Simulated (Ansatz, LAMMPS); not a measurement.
# Ionic liquid BMIM+ acetate with water at 450 K (131 atoms) in motion

Wanted: a short trajectory of ionic liquid BMIM+ acetate with water at 450 K (131 atoms) with its pair distributions.

Main program and level: Ansatz 0.2.0; Kohn-Sham DFT, PBE+D4, PAW (set soft_2), plane waves.

## Step 1: The structure

The cell holds 131 atoms: 40 C, 8 N, 74 H and 9 O. Cell: a = 10.890 Å, b = 10.890 Å, c = 10.890 Å, α = 90.0°, β = 90.0°, γ = 90.0°. 4 BMIM+, 4 acetate, 1 H2O placed at random, at 1.04 g/cm³; overlaps pushed apart, then 10 ps at 700 K with MMFF94 bonds, angles, torsions, charges and radii (Halgren, J. Comput. Chem. 17, 490 (1996)) in harmonic and 12-6 forms; SPC/E water (Berendsen, Grigera and Straatsma, J. Phys. Chem. 91, 6269 (1987)); charges of ions scaled by 0.8. Snapshot after 30 ps at 450 K and fixed volume.

What the set-up can't give: The network of contacts between molecules at the start is that of the classical potential that made the cell. The density was typed from a rule of thumb and may lie off the real one at this temperature. The Brillouin zone is sampled at Γ only, in a cell whose shortest periodic width is 11 Å.

## Step 2: Single point at the start

A single point comes first, to see the forces before anything moves.

File input.yaml:

```yaml
crystal:
  lattice:
    - [10.88953, 0.0, 0.0]
    - [0.0, 10.88953, 0.0]
    - [0.0, 0.0, 10.88953]
  atoms:
    - { symbol: C, position: [0.19384, 0.61644, 0.90766] }
    - { symbol: C, position: [0.3208, 0.61092, 0.86511] }
    - { symbol: C, position: [0.37841, 0.4925, 0.904] }
    - { symbol: C, position: [0.52287, 0.506, 0.89548] }
    [... 121 atom lines left out ...]
    - { symbol: H, position: [0.71084, 0.97626, 0.94512] }
    - { symbol: H, position: [0.57426, 0.03705, 0.87641] }
    - { symbol: H, position: [0.56363, 0.99696, 0.03796] }
    - { symbol: O, position: [0.77541, 0.42663, 0.27675] }
    - { symbol: H, position: [0.82838, 0.4571, 0.20819] }
    - { symbol: H, position: [0.77808, 0.48643, 0.34639] }
kpoints:
  mp_grid: { grid: [1, 1, 1] }
hamiltonian:
  xc: pbe
  dispersion: d4
scf:
  occupations: { method: fixed }
output:
  forces: true
```

Run with:

```bash
$ ansatz run input.yaml --threads 4 --pin off --max-ram 8192MiB --backend cpu --events-out ev --progress --plain --runs-dir out
```

The job ended after 9.4 s (4 threads of Intel Xeon 6975P-C (Granite Rapids), shared host; peak memory 1.4 GiB; 36 s of CPU time).

Read from the output:

```
free energy            : -19398.2392 eV
free energy per atom   : -148.0782 eV/atom
SCF cycles             : 11
r.m.s. force component : 1.109 eV/Å
longest force          : 4.758 eV/Å
Fermi energy           : 1.095 eV
```

The r.m.s. force component of 1.1 eV/Å sets the starting point.

Neighbours are counted within 1.34 Å (H-C), 1.21 Å (H-O), 1.85 Å (C-C), 1.73 Å (C-O), 1.79 Å (C-N).

Length of the force by element and coordination:

```csv
element,coordination,atoms,mean length of the force (eV/Å),spread,least,most
C,all,40,2.22,1.08,0.349,4.76
C,3,16,2.17,0.900,0.676,3.95
C,4,24,2.26,1.18,0.349,4.76
H,all,74,1.26,0.773,0.212,3.60
N,all,8,2.25,0.843,0.837,3.47
O,all,9,1.62,0.944,0.324,3.21
O,1,8,1.76,0.907,0.324,3.21
O,2,1,0.491,0,0.491,0.491
```

## Step 3: Dynamics at 450 K

A Nosé–Hoover thermostat steers the temperature while disturbing the dynamics little. The time step is 0.5 fs, short enough for the stretching of bonds to hydrogen.

Edit input.yaml of step 2 so:

```diff
@@ -16 +16,8 @@
   forces: true
+md:
+  timestep: 0.5
+  n_steps: 520
+  ensemble: nvt_nose_hoover
+  temperature: 450
+  initial_velocities: maxwell_boltzmann
+  seed: 9006
```

Elapsed: 43 min, on 4 threads; peak memory 1.4 GiB.

The run stopped at its limit before the end that the input asks for; the steps made so far are sound.

The trajectory, sampled:

```csv
time (fs),T (K),potential (meV/atom),conserved (meV/atom)
0.0,450,0.0,0.00
13.5,534,-10.9,-0.08
27.0,455,-1.0,-0.03
40.0,444,0.1,0.02
53.5,475,-4.7,-0.06
67.0,512,-10.5,-0.05
80.5,477,-7.4,-0.07
94.0,467,-7.4,-0.05
107.0,463,-8.5,-0.08
120.5,441,-7.3,-0.02
134.0,467,-12.2,-0.08
147.5,532,-21.8,-0.12
161.0,468,-14.8,-0.07
174.0,462,-14.9,-0.10
187.5,425,-10.7,-0.04
201.0,484,-18.8,-0.10
```

Mean square displacement from the first frame to the last: C 0.67 Å², N 0.28 Å², H 1.9 Å², O 0.71 Å².

The mean square displacement by time lag:

```csv
time lag (fs),C (Å²),H (Å²),N (Å²),O (Å²)
0.5,2.6e-5,2.8e-4,2.6e-5,2.1e-5
4.5,0.00199,0.0188,0.00200,0.00163
8.5,0.00618,0.0471,0.00613,0.00546
13.0,0.0121,0.0792,0.0113,0.0118
17.0,0.0173,0.101,0.0153,0.0188
21.0,0.0222,0.110,0.0190,0.0270
25.5,0.0282,0.130,0.0235,0.0380
29.5,0.0343,0.155,0.0283,0.0492
33.5,0.0413,0.181,0.0331,0.0616
38.0,0.0501,0.214,0.0375,0.0768
42.0,0.0585,0.237,0.0407,0.0915
46.0,0.0676,0.261,0.0441,0.107
50.5,0.0787,0.299,0.0491,0.127
54.5,0.0892,0.332,0.0547,0.145
58.5,0.100,0.368,0.0612,0.165
63.0,0.113,0.403,0.0688,0.188
67.0,0.126,0.432,0.0759,0.209
71.0,0.139,0.468,0.0833,0.231
75.5,0.154,0.513,0.0920,0.256
79.5,0.168,0.554,0.0995,0.279
83.5,0.181,0.595,0.106,0.303
88.0,0.197,0.632,0.113,0.329
92.0,0.211,0.666,0.118,0.351
96.0,0.225,0.704,0.123,0.374
100.5,0.242,0.752,0.130,0.398
```

The drift taken off is the plain mean over atoms, not the centre of mass, so with hydrogen in the cell the heavy atoms' values at short lags are too large.

Over the second half of 201 fs the temperature averages 461 K with swings of 25 K r.m.s. The conserved energy stays within 0.14 meV/atom. From first frame to last H has the largest mean square displacement, 1.9 Å² at the end; the farthest move is 2.87 Å. The run spans 0.20 ps, too short for its means to be equilibrium values.

## Step 4: Local order late in the run

The g(r) is a mean over the second half; what follows it is taken at the last frame.

Bonds before and after, by the cutoffs listed below:

```csv
pair,bonds before,bonds after,mean before (Å),mean after (Å),spread before (Å),spread after (Å)
H-C,72,72,1.090,1.106,0.037,0.034
H-O,2,2,1.000,0.979,0.000,0.010
C-C,20,20,1.491,1.509,0.069,0.088
C-O,8,8,1.269,1.264,0.029,0.023
C-N,24,24,1.401,1.404,0.054,0.059
```

Density 1.04 g/cm³, 9.857 Å³ an atom.

Mean of 14 frames. g(r), total and by pair (bins of 0.2 Å):

```csv
r (Å),total,H-H,H-C,H-O,H-N,C-C,C-O
0.90,0.10,0.00,0.00,1.23,0.00,0.00,0.00
1.10,3.56,0.00,10.25,0.37,0.00,0.00,0.00
1.30,0.84,0.00,0.07,0.00,0.00,1.10,7.07
1.50,0.74,0.09,0.00,0.05,0.00,4.17,0.00
1.70,0.64,1.78,0.00,0.37,0.00,0.43,0.00
1.90,0.47,1.19,0.04,0.55,0.45,0.00,0.00
2.10,1.17,0.36,1.58,0.65,5.20,0.31,0.00
2.30,1.04,0.87,1.07,0.97,1.25,0.82,0.90
2.50,0.94,1.35,0.38,1.26,0.09,1.96,1.25
2.70,0.89,1.17,0.92,1.60,0.55,0.35,0.14
2.90,0.88,0.95,1.18,1.10,0.45,0.10,0.74
3.10,0.84,1.10,0.87,1.14,0.34,0.24,0.92
3.30,0.93,0.82,1.10,1.56,1.14,0.30,1.32
3.50,0.88,0.81,0.94,0.99,0.84,0.76,1.25
3.70,0.94,1.01,0.80,0.94,0.71,1.16,1.50
3.90,0.98,1.03,0.93,0.97,1.04,1.02,1.25
4.10,1.00,0.93,1.02,0.98,1.32,0.99,0.95
4.30,1.06,0.97,1.07,0.92,1.21,1.22,1.07
4.50,1.04,1.00,1.04,0.89,1.04,1.23,0.83
4.70,1.08,1.01,1.15,0.98,0.96,1.20,1.09
4.90,1.04,1.08,1.06,0.86,0.95,1.15,0.84
5.10,1.06,1.06,1.04,0.89,1.14,1.09,1.04
5.30,1.04,1.04,1.04,1.07,1.19,1.10,1.04
```

Bonds by pair of elements; cutoffs follow the first minimum of g(r), held within bounds set by covalent radii, and pairs that aren't listed don't count as bonded:

```csv
pair A-B,cutoff (Å),bonds,mean length (Å),spread (Å),shortest (Å),B about A,A about B
H-C,1.34,72,1.11,0.034,1.01,0.973,1.8
H-O,1.21,2,0.979,0.01,0.968,0.027,0.222
C-C,1.85,20,1.51,0.088,1.32,1,1
C-O,1.73,8,1.26,0.023,1.24,0.2,0.889
C-N,1.79,24,1.40,0.059,1.32,0.6,3
```

How many atoms have how many bonded neighbours:

```csv
element,mean,1,2,3,4
C,3.6,0,0,16,24
H,1,74,0,0,0
N,3,0,0,8,0
O,1.11,8,1,0,0
```

Bond angles (no mean is given where the spread exceeds 20°):

```csv
angle,count,mean (°),spread (°)
C-C-H,72,112,8.1
H-C-H,48,108,4.9
H-C-N,36,116,9.1
C-N-C,24,120,7.2
C-C-N,12,108,3.3
```

Bond length by coordination (bonds to H left out):

```csv
element,coordination,atoms,mean bond length (Å)
C,3,16,1.37
C,4,24,1.53
O,1,8,1.26
```

Rings of the network by King's shortest-path rule, up to 12 atoms, one path for each pair of neighbours; H, halogens, alkali and alkaline-earth atoms are left out, and the last column divides by all other atoms, bonded or not:

```csv
ring size (atoms),rings,per network atom
5,4,0.07
```

Counting bonds as in the table, 60 % of C atoms have 4, all H atoms have 1, all N atoms have 3 and 89 % of O atoms have 1 bonded neighbour. The C-C-H angle averages 112° with a spread of 8°. All rings counted have 5 atoms.

## Step 5: What came out

```yaml
mean_temperature_second_half: 461.1 K
temperature_swing_second_half: 25.32 K
slope_of_the_conserved_energy_against_time_by_least_squares: -0.2302 meV/atom/ps
wall_time_of_the_2_dft_runs: 44 min
```

Over the second half of 201 fs the temperature averages 461 K with swings of 25 K r.m.s. The conserved energy stays within 0.14 meV/atom. The run spans 0.20 ps, too short for its means to be equilibrium values. Counting bonds as in the table, 60 % of C atoms have 4, all H atoms have 1, all N atoms have 3 and 89 % of O atoms have 1 bonded neighbour.

**Limits.** The force components of 1.1 eV/Å r.m.s. hold both thermal displacement and the mismatch between the potential that made the cell and DFT, above all in bond lengths inside molecules. The network of contacts between molecules at the start is that of the classical potential that made the cell; DFT moved the atoms only locally, and no bond changed.

[Logs are printed without paths, hosts, clocks, repeated set-up lines and the standing remarks that a program may print on its own settings, such as how far it seeks lower states.]

[Hosts, paths, dates, database ids (printed as entryN), source tags and the programs' standing remarks are cut or masked in the printed files.]

[The MMFF94 radii named for the starting cell were scaled by 0.96; in molecules described by MMFF94, hydrogen bound to N, O or S took a small fixed 12-6 site in their place.]
